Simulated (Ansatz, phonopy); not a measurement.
# How KCl (Sylvite, Fm-3m) expands on warming, part 3 of 4

How much does KCl (Sylvite) expand with temperature?

What experiment has found for this phase:
- volume expansion coefficient 111.3 1e-6/K and heat capacity C_P per formula unit 51.7 J/mol/K near room temperature (given in “High-Throughput Prediction of Finite-Temperature Properties using the Quasi-Harmonic Approximation”, 2016, arXiv:1603.06924)
- volume expansion coefficient 114.9 1e-6/K near room temperature (given in “Descriptors for thermal expansion in solids”, 2017, arXiv:1701.03966)

Ansatz 0.2.0; DFT LDA, scalar-relativistic, plane waves, PAW (the session's first sound run).

So far, principal linear expansion coefficients at 298 K (× 1e-6/K): step 6 (the quasi-harmonic study, functional LDA, q-mesh 2×2×2) 36.3.

### 7. Quasi-harmonic fit by phonopy

This step: DFT LDA, scalar-relativistic, plane waves, PAW (phonopy 4.10.0).

Numbers from this step:

```yaml
volume_expansion_coefficient_at_300_k: 109.0 1e-6/K
isothermal_bulk_modulus_at_300_k: 20.14 GPa
c_p_at_300_k: 25.55 J/mol-atom/K
grueneisen_parameter_at_300_k: 1.581
```

The energy (each curve on its own zero) by volume; values in meV/atom:

```csv
volume (Å³/atom),static,F at 0 K,F at 300 K,F at 800 K
28.05,0,2.11,6.98,18.1
28.47,0.49,1.99,5.62,13.8
28.73,1.21,2.36,5.23,11.7
29.42,4.67,4.87,5.61,7.15
30.13,10.2,9.49,7.95,4.36
30.86,17.7,16.1,12.1,3.09
31.61,27.0,24.4,17.8,3.14
```

Phonopy-qha, vinet fit of F(V) at each temperature. Qha vinet, by row:

```
T (K)  fitted volume (Å³/atom)  alpha_V (1e-6/K)  B_T (GPa)  C_P (J/mol-atom/K)  Grueneisen
  100                     28.4             66.53      22.82               19.09       1.365
  150                    28.51             85.97      22.21               22.64       1.487
  200                    28.64             95.95      21.55               24.12       1.533
  250                    28.79               103      20.86               24.95        1.56
  300                    28.94               109      20.14               25.55       1.581
  350                     29.1               115       19.4               26.05       1.602
  400                    29.28             121.2      18.63               26.53       1.623
  450                    29.46               128      17.83               27.01       1.644
  500                    29.65             135.6      17.01               27.52       1.668
  550                    29.86             144.2      16.15               28.09       1.693
  600                    30.08             154.2      15.26               28.74       1.721
  650                    30.32               166      14.33                29.5       1.751
  700                    30.59             179.9      13.37               30.41       1.785
  750                    30.88             196.9      12.37               31.52       1.823
```

Volume expansion coefficient against temperature; values in 1e-6/K:

```
temperature (K)  phonopy-qha, Vinet  Ansatz's own study
            100                66.5                70.3
            150                86.0                87.2
            200                96.0                96.4
            250                 103                 103
            300                 109                 109
            350                 115                 115
            400                 121                 121
            450                 128                 128
            500                 136                 135
            550                 144                 143
            600                 154                 153
            650                 166                 165
            700                 180                 179
            750                 197                 198
```

The fit gives a volume expansion of 109 × 10⁻⁶/K at 300 K, against 109 at 298 K from the study itself, whose static fit uses more cells.

### 8. The quasi-harmonic study, q-mesh 4×4×4

The study relaxes the crystal at several strains, solves the phonons on some of them and minimises the free energy at each temperature (static energy, vibrations, the electrons in a metal, and PV under a set pressure); the q-mesh sets how far the force constants reach.

This step: DFT LDA, scalar-relativistic, plane waves, PAW (Ansatz 0.2.0).

input.yaml reads:

```yaml
crystal:
  lattice:
    - [0.0, 3.0385007308, 3.0385007308]
    - [3.0385007308, 0.0, 3.0385007308]
    - [3.0385007308, 3.0385007308, 0.0]
  atoms:
    - { symbol: K, position: [0.0, 0.0, 0.0] }
    - { symbol: Cl, position: [0.5, 0.5, 0.5] }
kpoints:
  mp_grid: { grid: [8, 8, 8] }
hamiltonian:
  xc: lda
scf:
  occupations: { method: fixed }
output:
  eigenvalues: true
phonons:
  method: dfpt
  qmesh: [4, 4, 4]
  temperatures: { t_max: 800.0, t_step: 50 }
  thermal_expansion: {}
```

Launch:

```bash
> ansatz run input.yaml --threads 4 --pin off --max-ram 16384MiB --backend cpu --events-out ev --progress --plain --runs-dir out
```

Numbers of over 12 decimals in the logs are rounded to 6 here.

The log of the run:

```text
[...]
Crystal: 2 atoms, lattice volume = 56.106 Å³
Basis set: ecut = 487.2 eV, 1363 PW (Γ), exchange–correlation on 64×64×64 points (8 copies of the dense FFT grid, shifted against one another)
Bands: 12, of which v1, the nominal top of the filled ones, is band 8 counted from 1 (7 counted from 0)
Symmetry: 48 space group operations
[...]
k-points: 29 of 512
[...]
SCF iter   1: F=—  HF=-2544.300690 eV  |F-HF|=—  |Δ(HF+E_count)|=         —  Δρ=6.68e-3  dr2=2.43e-2  ethr=1.77e-3  ⟨swp⟩=4.9  Hψ=1889  notcnv=0  defer=55
[...]
SCF iter   7: F=-2544.292119 eV  HF=-2544.292119 eV  |F-HF|=9.09e-13  |Δ(HF+E_count)|=  1.30e-10  Δρ=1.33e-7  dr2=3.93e-12  ethr=1.00e-12  ⟨swp⟩=6.7  Hψ=1874  notcnv=0
SCF 1 converged in 7 iterations: F = -2544.292119 eV  dr2 = 3.93e-12
[...]
relax step   1: F+E_penalty+E_count = -2544.29211882 eV  Δ(F+E_penalty+E_count) = +0.000e0 eV  max|allowed force component| = 3.386e-30 eV/Å  Δτ_max = 0.0000 Å  (7 SCF iters, accepted)
SCF converged after 7 iterations
Free energy (F): -2544.292119 eV
[...]
Internal energy: -2544.292119 eV  (E = F + TS)
E sigma→0 (E₀):  -2544.292119 eV
Fermi energy:    1.340245 eV
[...]
--- Stress (GPa, compression-positive) ---
       -0.009386       0.000000      -0.000000
        0.000000      -0.009386       0.000000
        0.000000       0.000000      -0.009386
  P = ⅓ Tr σ = -0.0094 GPa (-0.094 kbar)
--- Band table (eV; the first three rows and the last of 29) ---
  k-point 0: bands = [... 4 lower, -8.9728, 1.3402, 1.3402, 1.3402, 6.4507, 9.4389, 9.4389, 9.4389]
  k-point 1: bands = [... 4 lower, -8.9219, 1.0927, 1.2697, 1.2697, 6.8791, 9.3158, 9.6581, 9.6581]
  k-point 2: bands = [... 4 lower, -8.8056, 0.5883, 1.1076, 1.1076, 7.8266, 9.2751, 10.2810, 10.2810]
  k-point 28: bands = [... 4 lower, -8.8526, 0.7086, 0.7827, 0.7827, 9.1541, 9.1541, 10.9023, 11.3846]
── thermal expansion: 3 new cells, 3 in all ──
thermal expansion: relaxation of cell 2
thermal expansion: relaxation of cell 3
── thermal expansion: 2 new cells, 5 in all ──
thermal expansion: relaxation of cell 4
thermal expansion: lower-state search of cell 4
thermal expansion: phonons of cell 4
thermal expansion: relaxation of cell 5
thermal expansion: phonons of cell 5
── thermal expansion: 8 new cells, 13 in all ──
thermal expansion: relaxation of cell 6
thermal expansion: relaxation of cell 7
thermal expansion: relaxation of cell 8
thermal expansion: relaxation of cell 9
thermal expansion: relaxation of cell 10
thermal expansion: relaxation of cell 11
thermal expansion: relaxation of cell 12
thermal expansion: relaxation of cell 13
thermal expansion: phonons of cell 6
thermal expansion: phonons of cell 7
thermal expansion: phonons of cell 8
thermal expansion: phonons of cell 9
thermal expansion: phonons of cell 10
--- Relaxed structure (1 steps of the walk, 1 accepted, 0 SCFs on fresh bases) ---
  F+E_penalty+E_count = -2544.29211882 eV   max|allowed force component| = 3.386e-30 eV/Å
  atoms:
    - { symbol: K, position: [0.0, 0.0, 0.0] }
    - { symbol: Cl, position: [0.5, 0.5, 0.5] }
--- Thermal expansion: 13 cells in 3 rounds, 0 GPa ---
  no lower state was reached at cell 4
  without vibrations: a 4.29654, b 4.29654, c 4.29654 Å, V 56.0843 Å³, B 24.26 GPa
  at 0 K: a 4.31029, b 4.31029, c 4.31029 Å, V 56.6244 Å³, B 23.47 GPa
  zero-point expansion: a +0.320, b +0.320, c +0.320, V +0.963 %
[...]
0.00    4.31029    4.31029    4.31029    56.6244 |    0.00    0.00    0.00    0.00 |   71.87 |     0.000     0.000 |    23.47    23.47
   100.00    4.31465    4.31465    4.31465    56.7964 |   23.31   23.31   23.31   69.94 |   93.14 |    38.435    38.053 |    22.83    23.05
   200.00    4.32697    4.32697    4.32697    57.2846 |   32.02   32.02   32.02   96.06 |  102.09 |    47.908    46.538 |    21.52    22.16
   298.15    4.34152    4.34152    4.34152    57.8644 |   36.20   36.20   36.20  108.61 |       - |    50.859    48.390 |    20.15    21.18
   350.00    4.34991    4.34991    4.34991    58.2003 |   38.23   38.23   38.23  114.68 |  111.96 |    51.944    48.816 |    19.39    20.63
   450.00    4.36747    4.36747    4.36747    58.9081 |   42.48   42.48   42.48  127.43 |  118.78 |    53.889    49.262 |    17.85    19.53
   550.00    4.38717    4.38717    4.38717    59.7089 |   47.78   47.78   47.78  143.34 |  126.57 |    56.060    49.487 |    16.18    18.32
   650.00    4.40970    4.40970    4.40970    60.6332 |   55.08   55.08   55.08  165.25 |  136.00 |    58.893    49.616 |    14.31    16.99
   750.00    4.43635    4.43635    4.43635    61.7393 |   66.38   66.38   66.38  199.15 |  148.20 |    63.149    49.696 |    12.16    15.46
   800.00    4.45200    4.45200    4.45200    62.3952 |   75.00   75.00   75.00  225.01 |  156.02 |    66.355    49.726 |    10.93    14.58
[...]
vibrations' free energy: its fit leaves 0.0002 meV an atom at the most
  the electrons' free energy at temperature is not in it: every band gap is over 0.83 eV
  free energies summed between the sampled wave vectors
[...]
the FFT grids of the static calculations differ: 32 × 32 × 32, 36 × 36 × 36
  band gaps on the cells' k-points are 4.623 to 5.226 eV
```

The job ended after 11 min (4 threads of Arm Neoverse V2, shared host; peak memory 1.2 GiB; 41 min of CPU time).

Numbers from this step:

```
volume expansion coefficient at 298 K            : 108.6 1e-6/K
C_P at 298 K                                     : 25.43 J/mol-atom/K
entropy at 298 K                                 : 40.38 J/mol-atom/K
isothermal bulk modulus at 298 K                 : 20.15 GPa
Grüneisen parameter at 298 K                     : 1.576
volume at 298 K                                  : 28.93 Å³/atom
principal linear expansion coefficients at 298 K : 36.2, 36.2, 36.2 1e-6/K
```

Strained cells of the study; zero-point energy where phonons were solved; the pressures are stresses at a fixed cutoff and can carry an offset from the finite basis. Expansion cells, by row:

```
cell  |a| (Å)  |b| (Å)  |c| (Å)  V (Å³/atom)  E - E_lowest (meV/atom)  pressure, compression positive (GPa)  gap (eV)  zero-point energy (meV/atom)
   1    4.297    4.297    4.297        28.05                        0                                -0.012      5.11                             -
   2    4.331    4.331    4.331        28.73                    1.223                                -0.557     5.022                             -
   3    4.263    4.263    4.263        27.39                    1.202                                 0.602     5.202                             -
   4    4.297    4.297    4.297        28.05                        0                                 -0.01     5.111                         23.59
   5    4.318    4.318    4.318        28.47                    0.486                                -0.359     5.055                         22.99
   6    4.331    4.331    4.331        28.72                    1.196                                -0.552     5.023                         22.64
   7    4.365    4.365    4.365        29.41                    4.616                                -1.031     4.938                          21.7
   8      4.4      4.4      4.4        30.12                     10.1                                -1.453     4.855                         20.77
   9    4.435    4.435    4.435        30.84                    17.51                                -1.823     4.776                         19.86
  10     4.47     4.47     4.47        31.58                    26.69                                -2.145     4.698                         18.95
  11    4.254    4.254    4.254        27.22                    1.922                                 0.771     5.226                             -
  12    4.276    4.276    4.276        27.63                    0.464                                 0.366     5.168                             -
  13    4.506    4.506    4.506        32.35                     37.6                                -2.426     4.623                             -
```

Quasi-harmonic; a, b, c are the run's own cell vectors. Expansion, by row:

| T (K) | a (Å) | b (Å) | c (Å) | alpha (deg) | beta (deg) | gamma (deg) | cell volume (Å³/cell) | alpha_a (1e-6/K) | alpha_b (1e-6/K) | alpha_c (1e-6/K) | alpha_V (1e-6/K) | C_P (J/mol-atom/K) | C_V (J/mol-atom/K) | S (J/mol-atom/K) | B_T (GPa) | B_S (GPa) | Grueneisen | extrapolation | fit error (1e-6/K) |
| --- | --- | --- | --- | --- | --- | --- | --- | --- | --- | --- | --- | --- | --- | --- | --- | --- | --- | --- | --- |
| 0 | 4.31 | 4.31 | 4.31 | 60 | 60 | 60 | 56.62 | 0 | 0 | 0 | 0 | 0 | 0 | 0 | 23.47 | 23.47 | - | 0 | 0 |
| 50 | 4.311 | 4.311 | 4.311 | 60 | 60 | 60 | 56.65 | 9.8 | 9.8 | 9.8 | 29.41 | 10.12 | 10.1 | 4.965 | 23.35 | 23.39 | 1.16 | 0 | 0 |
| 100 | 4.315 | 4.315 | 4.315 | 60 | 60 | 60 | 56.8 | 23.31 | 23.31 | 23.31 | 69.94 | 19.22 | 19.03 | 15.31 | 22.83 | 23.05 | 1.435 | 0 | 0.01 |
| 150 | 4.32 | 4.32 | 4.32 | 60 | 60 | 60 | 57.02 | 28.93 | 28.93 | 28.93 | 86.79 | 22.47 | 22.04 | 23.82 | 22.19 | 22.63 | 1.5 | 0 | 0.01 |
| 200 | 4.327 | 4.327 | 4.327 | 60 | 60 | 60 | 57.28 | 32.02 | 32.02 | 32.02 | 96.06 | 23.95 | 23.27 | 30.51 | 21.52 | 22.16 | 1.533 | 0 | 0.02 |
| 250 | 4.334 | 4.334 | 4.334 | 60 | 60 | 60 | 57.57 | 34.28 | 34.28 | 34.28 | 102.8 | 24.82 | 23.87 | 35.96 | 20.83 | 21.67 | 1.556 | 0 | 0.03 |
| 298.1 | 4.342 | 4.342 | 4.342 | 60 | 60 | 60 | 57.86 | 36.2 | 36.2 | 36.2 | 108.6 | 25.43 | 24.2 | 40.38 | 20.15 | 21.18 | 1.576 | 0 | 0.04 |
| 300 | 4.342 | 4.342 | 4.342 | 60 | 60 | 60 | 57.88 | 36.27 | 36.27 | 36.27 | 108.8 | 25.45 | 24.2 | 40.54 | 20.12 | 21.16 | 1.577 | 0 | 0.04 |
| 350 | 4.35 | 4.35 | 4.35 | 60 | 60 | 60 | 58.2 | 38.23 | 38.23 | 38.23 | 114.7 | 25.97 | 24.41 | 44.5 | 19.39 | 20.63 | 1.597 | 0 | 0.05 |
| 400 | 4.358 | 4.358 | 4.358 | 60 | 60 | 60 | 58.54 | 40.26 | 40.26 | 40.26 | 120.8 | 26.46 | 24.54 | 48 | 18.63 | 20.09 | 1.617 | 0 | 0.06 |
| 450 | 4.367 | 4.367 | 4.367 | 60 | 60 | 60 | 58.91 | 42.48 | 42.48 | 42.48 | 127.4 | 26.95 | 24.63 | 51.15 | 17.85 | 19.53 | 1.638 | 0 | 0.08 |
| 500 | 4.377 | 4.377 | 4.377 | 60 | 60 | 60 | 59.3 | 44.95 | 44.95 | 44.95 | 134.8 | 27.46 | 24.7 | 54.01 | 17.03 | 18.94 | 1.66 | 0 | 0.08 |
| 550 | 4.387 | 4.387 | 4.387 | 60 | 60 | 60 | 59.71 | 47.78 | 47.78 | 47.78 | 143.3 | 28.03 | 24.74 | 56.66 | 16.18 | 18.32 | 1.685 | 0 | 0.09 |
| 600 | 4.398 | 4.398 | 4.398 | 60 | 60 | 60 | 60.15 | 51.1 | 51.1 | 51.1 | 153.3 | 28.68 | 24.78 | 59.12 | 15.27 | 17.68 | 1.711 | 0 | 0.11 |
| 650 | 4.41 | 4.41 | 4.41 | 60 | 60 | 60 | 60.63 | 55.08 | 55.08 | 55.08 | 165.2 | 29.45 | 24.81 | 61.45 | 14.31 | 16.99 | 1.741 | 0 | 0.12 |
| 700 | 4.422 | 4.422 | 4.422 | 60 | 60 | 60 | 61.16 | 60.02 | 60.02 | 60.02 | 180.1 | 30.38 | 24.83 | 63.66 | 13.28 | 16.25 | 1.774 | 0 | 0.13 |
| 750 | 4.436 | 4.436 | 4.436 | 60 | 60 | 60 | 61.74 | 66.38 | 66.38 | 66.38 | 199.2 | 31.57 | 24.85 | 65.8 | 12.16 | 15.46 | 1.812 | 0 | 0.1 |
| 800 | 4.452 | 4.452 | 4.452 | 60 | 60 | 60 | 62.4 | 75 | 75 | 75 | 225 | 33.18 | 24.86 | 67.88 | 10.93 | 14.58 | 1.858 | 0 | 0.47 |

Table of expansion coefficient by temperature; values in 1e-6/K:

```
temperature (K)  volume  principal 1
              0       0            0
             50    29.4          9.8
            100    69.9         23.3
            150    86.8         28.9
            200    96.1         32.0
            250     103         34.3
            298     109         36.2
            300     109         36.3
            350     115         38.2
            400     121         40.3
            450     127         42.5
            500     135         45.0
            550     143         47.8
            600     153         51.1
            650     165         55.1
            700     180         60.0
            750     199         66.4
            800     225           75
```

Changing the q-mesh (2×2×2 → 4×4×4) takes the volume expansion at 298 K from 109 to 109 × 10⁻⁶/K and B_T from 20.2 to 20.1 GPa.

### 9. Quasi-harmonic fit by phonopy

This step: DFT LDA, scalar-relativistic, plane waves, PAW (phonopy 4.10.0).

This step gave:

```yaml
volume_expansion_coefficient_at_300_k: 108.7 1e-6/K
isothermal_bulk_modulus_at_300_k: 20.12 GPa
c_p_at_300_k: 25.54 J/mol-atom/K
grueneisen_parameter_at_300_k: 1.575
```

Energy (each curve on its own zero) against volume; values in meV/atom:

```csv
volume (Å³/atom),static,F at 0 K,F at 300 K,F at 800 K
28.05,0,2.09,6.91,17.9
28.47,0.49,1.97,5.57,13.7
28.72,1.2,2.33,5.18,11.6
29.41,4.62,4.82,5.55,7.09
30.12,10.1,9.38,7.86,4.31
30.84,17.5,15.9,11.9,3.02
31.58,26.7,24.1,17.6,3.04
```

Phonopy-qha, vinet fit of F(V) at each temperature. Qha vinet, by row:

| T (K) | fitted volume (Å³/atom) | alpha_V (1e-6/K) | B_T (GPa) | C_P (J/mol-atom/K) | Grueneisen |
| --- | --- | --- | --- | --- | --- |
| 100 | 28.4 | 66.13 | 22.82 | 19.08 | 1.356 |
| 150 | 28.51 | 85.57 | 22.2 | 22.64 | 1.48 |
| 200 | 28.64 | 95.57 | 21.54 | 24.11 | 1.526 |
| 250 | 28.78 | 102.6 | 20.84 | 24.95 | 1.553 |
| 300 | 28.94 | 108.7 | 20.12 | 25.54 | 1.575 |
| 350 | 29.1 | 114.7 | 19.38 | 26.04 | 1.596 |
| 400 | 29.27 | 121 | 18.6 | 26.52 | 1.617 |
| 450 | 29.45 | 127.9 | 17.8 | 27 | 1.639 |
| 500 | 29.65 | 135.6 | 16.97 | 27.51 | 1.663 |
| 550 | 29.86 | 144.3 | 16.1 | 28.08 | 1.689 |
| 600 | 30.08 | 154.4 | 15.21 | 28.74 | 1.717 |
| 650 | 30.32 | 166.3 | 14.28 | 29.5 | 1.748 |
| 700 | 30.58 | 180.6 | 13.31 | 30.42 | 1.783 |
| 750 | 30.87 | 197.9 | 12.3 | 31.55 | 1.821 |

Volume expansion coefficient against temperature; values in 1e-6/K:

```
temperature (K)  phonopy-qha, Vinet  Ansatz's own study
            100                66.1                69.9
            150                85.6                86.8
            200                95.6                96.1
            250                 103                 103
            300                 109                 109
            350                 115                 115
            400                 121                 121
            450                 128                 127
            500                 136                 135
            550                 144                 143
            600                 154                 153
            650                 166                 165
            700                 181                 180
            750                 198                 199
```

The fit gives a volume expansion of 109 × 10⁻⁶/K at 300 K, against 109 at 298 K from the study itself, whose static fit uses more cells.

(Continued in part 4 of 4.)

[Logs are printed without paths, hosts, clocks, repeated set-up lines and the standing remarks that a program may print on its own settings, such as how far it seeks lower states.]

[Hosts, paths, dates, database ids (printed as entryN), source tags and the programs' standing remarks are cut or masked in the printed files.]

[A step with changed settings may run another functional than the one named; its input shows which.]
